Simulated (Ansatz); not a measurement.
# How Be(0001) screens a field, part 2 of 2

Wanted: the response of a Be(0001) slab to a perpendicular field.

Ansatz 0.2.0; plane-wave DFT, LDA, Ansatz PAW.

So far. Step 7 (Single point, field 0.2 V/Å, start atoms): The dipole is 0.0685 e·Å. Step 8 (Atoms held, field -0.2 V/Å, start atoms): The dipole is -0.0685 e·Å.

**9. Atoms held, field 0.4 V/Å, start atoms**

Contents of input.yaml:

```yaml
crystal:
  lattice:
    - [2.29, 0.0, 0.0]
    - [1.145, 1.9831981747, 0.0]
    - [0.0, 0.0, 28.76529]
  atoms:
    - { symbol: Be, position: [0.0, 0.0, 0.3128770821] }
    - { symbol: Be, position: [0.6666666667, 0.6666666667, 0.375251388] }
    - { symbol: Be, position: [0.0, 0.0, 0.437625694] }
    - { symbol: Be, position: [0.6666666667, 0.6666666667, 0.5] }
    - { symbol: Be, position: [0.0, 0.0, 0.562374306] }
    - { symbol: Be, position: [0.6666666667, 0.6666666667, 0.624748612] }
    - { symbol: Be, position: [0.0, 0.0, 0.6871229179] }
kpoints:
  mp_grid: { grid: [24, 24, 1] }
hamiltonian:
  xc: lda
scf:
  occupations: { method: fermi_dirac, width: 0.1 }
  convergence: { dr2_threshold: 1.0e-10 }
efield:
  axis: 3
  dipole_correction: true
  ramp_position: 0.9187
  ramp_width: 0.1627
  amplitude: 0.4
output:
  forces: true
  write_potential: true
  write_density: true
  volumetric_format: npy
  elf: true
```

Run with:

```sh
$ ansatz run input.yaml --threads 2 --pin off --max-ram 3072MiB --backend cpu --events-out ev --progress --plain --runs-dir out
```

Numbers of over 12 decimals in the logs are rounded to 6 here.

Log:

```text
[...]
Crystal: 7 atoms, lattice volume = 130.638 Å³
Basis set: ecut = 420 eV, 2521 PW (Γ)
Bands: 14, of which v1, the nominal top of the filled ones, is band 7 counted from 1 (6 counted from 0)
Symmetry: 6 space group operations
k-points: 61 of 576 (time reversal used)
[...]
k-point 0: bands = [... 3 lower, -7.9314, -6.5866, -5.1036, -2.5499, -2.2469, 2.7333, 3.9746, 4.7273, ... 3 higher]
  k-point 1: bands = [... 3 lower, -7.8817, -6.5355, -5.0487, -2.4961, -2.1881, 2.7576, 4.0321, 4.7761, ... 3 higher]
  k-point 2: bands = [... 3 lower, -7.7327, -6.3823, -4.8845, -2.3357, -2.0117, 2.8287, 4.2025, 4.9214, ... 3 higher]
  k-point 60: bands = [... 3 lower, -0.7427, -0.6771, -0.4483, -0.4421, -0.0297, 0.8255, 0.8375, 1.2746, ... 3 higher]
[key lines of the parts left out:]
SCF converged after 10 iterations
Free energy (F): -616.389560 eV
Fermi energy:    0.092490 eV
Dipole field:    D = 0.189837 V/Å  (p = 0.137053 e·Å, saw-weighted, corrected)
```

The job ended after 19 s (2 threads of Arm Neoverse N1, shared host; peak memory 0.36 GiB; 38 s of CPU time).

Running mean over 1.794 Å of the planar mean, with the applied field; the ramp of the sawtooth is left out. The electron's electrostatic potential energy less the Fermi level by z:

z (Å), electron's electrostatic potential energy less the Fermi level (eV) and a bar from the least value:
```
      3.5       3.89 #######################
      4.0       4.09 #######################
      4.5       4.29 ########################
      5.0       4.49 ########################
      5.5       4.68 #########################
      6.0       4.85 #########################
      6.5       4.93 #########################
      7.0       4.72 #########################
      7.5       3.58 ######################
      8.0       0.06 ###############
      8.5      -4.21 ######
      9.0      -5.93 ##
      9.5      -6.27 #
     10.0      -6.38 #
     10.5      -6.49 #
     11.0      -6.58 #
     11.5      -6.67 
     12.0      -6.75 
     12.5      -6.81 
     13.0      -6.85 
     13.5      -6.88 
     14.0      -6.90 
     14.5      -6.90 
     15.0      -6.89 
     15.5      -6.87 
     16.0      -6.83 
     16.5      -6.79 
     17.0      -6.71 
     17.5      -6.62 #
     18.0      -6.54 #
     18.5      -6.44 #
     19.0      -6.32 #
     19.5      -6.18 ##
     20.0      -5.43 ###
     20.5      -2.33 ##########
     21.0       2.25 ###################
     21.5       4.70 #########################
     22.0       5.59 ###########################
     22.5       5.97 ###########################
     23.0       6.22 ############################
     23.5       6.43 ############################
     24.0       6.63 #############################
     24.5       6.83 #############################
     25.0       7.03 ##############################
     25.5       7.23 ##############################
```

The dipole is 0.137 e·Å.

**10. The response**

This step: plane-wave DFT, LDA, Ansatz PAW; screening of a field by a metal slab (Ansatz 0.2.0).

The dipoles give the slope, and the difference of two potentials shows where the field is screened.

This step gave:

```
equivalent conductor thickness p/(ε₀AE)      : 13.65 Å
distance between the outer atoms             : 10.77 Å
inner field over outer field                 : -4.47e-4
image plane, upper face                      : 1.415 Å
induced electrons on the upper face over ε₀E : -1.004
image plane, lower face                      : 1.414 Å
induced electrons on the lower face over ε₀E : 1.004
```

The dipole of the cell by applied field:

```
applied field (V/Å)  dipole of the cell (e·Å)
             -0.200                   -0.0685
             -0.100                   -0.0343
             -0.050                   -0.0171
              0.000                   -1.4e-7
              0.050                    0.0171
              0.100                    0.0343
              0.200                    0.0685
              0.400                     0.137
```

Local field over the applied field, running mean. From the potentials at -0.05 and 0.05 V/Å; running mean over 1.794 Å. The local field over applied field by z:

```
z (Å)  local field over applied field
  4.5                           0.998
  5.0                           0.995
  5.5                           0.985
  6.0                           0.957
  6.5                           0.892
  7.0                           0.761
  7.5                           0.556
  8.0                           0.318
  8.5                           0.127
  9.0                          0.0246
  9.5                        -0.00138
 10.0                         0.00398
 10.5                         0.00311
 11.0                          3.7e-5
 11.5                          3.7e-4
 12.0                          8.4e-4
 12.5                         -1.5e-4
 13.0                         -6.1e-4
 13.5                         -3.8e-4
 14.0                         -4.7e-4
 14.5                         -5.6e-4
 15.0                         -3.8e-4
 15.5                         -5.4e-4
 16.0                         -5.3e-4
 16.5                          3.7e-4
 17.0                          8.4e-4
 17.5                         -1.1e-4
 18.0                         0.00109
 18.5                         0.00452
 19.0                         0.00124
 19.5                         0.00364
 20.0                          0.0609
 20.5                           0.207
 21.0                           0.428
 21.5                           0.660
 22.0                           0.832
 22.5                           0.929
 23.0                           0.973
 23.5                           0.991
 24.0                           0.997
 24.5                           0.999
```

Electrons, planar mean, per unit field. Table of induced electron density by z:

z (Å), induced electron density (e/Å³ per V/Å) and a bar from the least value:
```
      4.5    0.00001 ###############
      5.0    0.00003 ###############
      5.5    0.00011 ###############
      6.0    0.00031 ################
      6.5    0.00079 ##################
      7.0    0.00174 ######################
      7.5    0.00301 ############################
      8.0    0.00355 ##############################
      8.5    0.00196 #######################
      9.0   -0.00045 #############
      9.5   -0.00026 ##############
     10.0    0.00025 ################
     10.5    0.00011 ###############
     11.0   -0.00015 ##############
     11.5   -0.00001 ###############
     12.0    0.00010 ###############
     12.5    0.00001 ###############
     13.0   -0.00007 ###############
     13.5    0.00001 ###############
     14.0    0.00006 ###############
     14.5   -0.00003 ###############
     15.0   -0.00005 ###############
     15.5    0.00004 ###############
     16.0    0.00006 ###############
     16.5   -0.00007 ###############
     17.0   -0.00007 ###############
     17.5    0.00011 ###############
     18.0    0.00008 ###############
     18.5   -0.00024 ##############
     19.0   -0.00010 ##############
     19.5    0.00059 #################
     20.0   -0.00045 #############
     20.5   -0.00300 ##
     21.0   -0.00351 
     21.5   -0.00242 #####
     22.0   -0.00123 ##########
     22.5   -0.00052 #############
     23.0   -0.00019 ##############
     23.5   -0.00006 ###############
     24.0   -0.00002 ###############
     24.5   -0.00001 ###############
```

By hand: between -0.05 and 0.05 V/Å the dipole changes by 0.03425 e·Å, a slope of 0.3425 e·Å²/V. A perfect conductor of thickness t has p = ε₀AEt, so t = 180.95 × 0.3425 / 4.542 = 13.65 Å (e/ε₀ = 180.95 V·Å, A in Å²). Less the 10.77 Å between the outer atoms, and halved, that puts each image plane 1.44 Å out.

The induced dipole is that of a conductor 13.65 Å thick.

**11. A changed input**

This step: plane-wave DFT, LDA, Ansatz PAW (Ansatz 0.2.0).

An input spoilt on purpose, to show how the run answers: it repeats the earlier run at 0.05 V/Å with efield.axis from 3 to 0, and scf.max_iter set to 50.

Changes to input.yaml since step 9:

```diff
@@ -20,8 +20,9 @@
   convergence: { dr2_threshold: 1.0e-10 }
+  max_iter: 50
 efield:
-  axis: 3
+  axis: 0
   dipole_correction: true
-  ramp_position: 0.9187
-  ramp_width: 0.1627
-  amplitude: 0.4
+  ramp_position: 0.97
+  ramp_width: 0.06
+  amplitude: 0.05
 output:
@@ -31,2 +32 @@
   volumetric_format: npy
-  elf: true
```

Log:

```text
Error: invalid value for `efield.axis`: must be in [1, 3]; got 0
```

Wall time 0.03 s (2 threads); peak memory 0.03 GiB.

The input was rejected at the start.

The program's message: “Error: invalid value for `efield.axis`: must be in [1, 3]; got 0”

The fault put into the input: an axis of 0, outside the range 1 to 3.

**12. The same run with other settings**

An input spoilt on purpose, to show how the run answers: it repeats the earlier run at 0.05 V/Å with scf.convergence.dr2_threshold from 1e-10 to 0.0, and scf.max_iter set to 80.

Changes to input.yaml since step 11:

```diff
@@ -19,6 +19,6 @@
   occupations: { method: fermi_dirac, width: 0.1 }
-  convergence: { dr2_threshold: 1.0e-10 }
-  max_iter: 50
+  convergence: { dr2_threshold: 0.0 }
+  max_iter: 80
 efield:
-  axis: 0
+  axis: 3
   dipole_correction: true
```

Log:

```text
Error: invalid value for `scf.convergence.dr2_threshold`: must be finite and > 0; got 0 eV
```

Wall time 0.04 s (2 threads); peak memory 0.03 GiB.

The input was rejected at the start.

The program's message: “Error: invalid value for `scf.convergence.dr2_threshold`: must be finite and > 0; got 0 eV”

The fault put into the input: a threshold that can't be met.

**13. Outcome**

| Property | Result |
| --- | --- |
| work function | 5.50 eV |
| image plane, upper face | 1.41 Å |
| induced electrons on the upper face over ε₀E | -1.00 |
| equivalent conductor thickness p/(ε₀AE) | 13.6 Å |
| inner field over outer field | -4.5e-4 |

What this shows: The induced charge has its centre 1.41 Å outside the outermost atoms; this is the plane from which a capacitor's gap or an image potential counts. The equivalent conductor thickness exceeds the distance between the outer atoms by 2.88 Å, about the sum of the two image-plane distances. In the middle of the slab the field is screened to under 0.5 % of its outer value. The atoms are held at bulk positions with the tabulated experimental lattice constant.

[Logs are printed without paths, hosts, clocks, repeated set-up lines and the standing remarks that a program may print on its own settings, such as how far it seeks lower states.]

[Hosts, paths, dates, database ids (printed as entryN), source tags and the programs' standing remarks are cut or masked in the printed files.]

[Maps of the electrostatic potential energy from Ansatz leave out the sawtooth potential of an applied field or a dipole correction, so their vacuum need not be flat; planar profiles and work functions include it.]
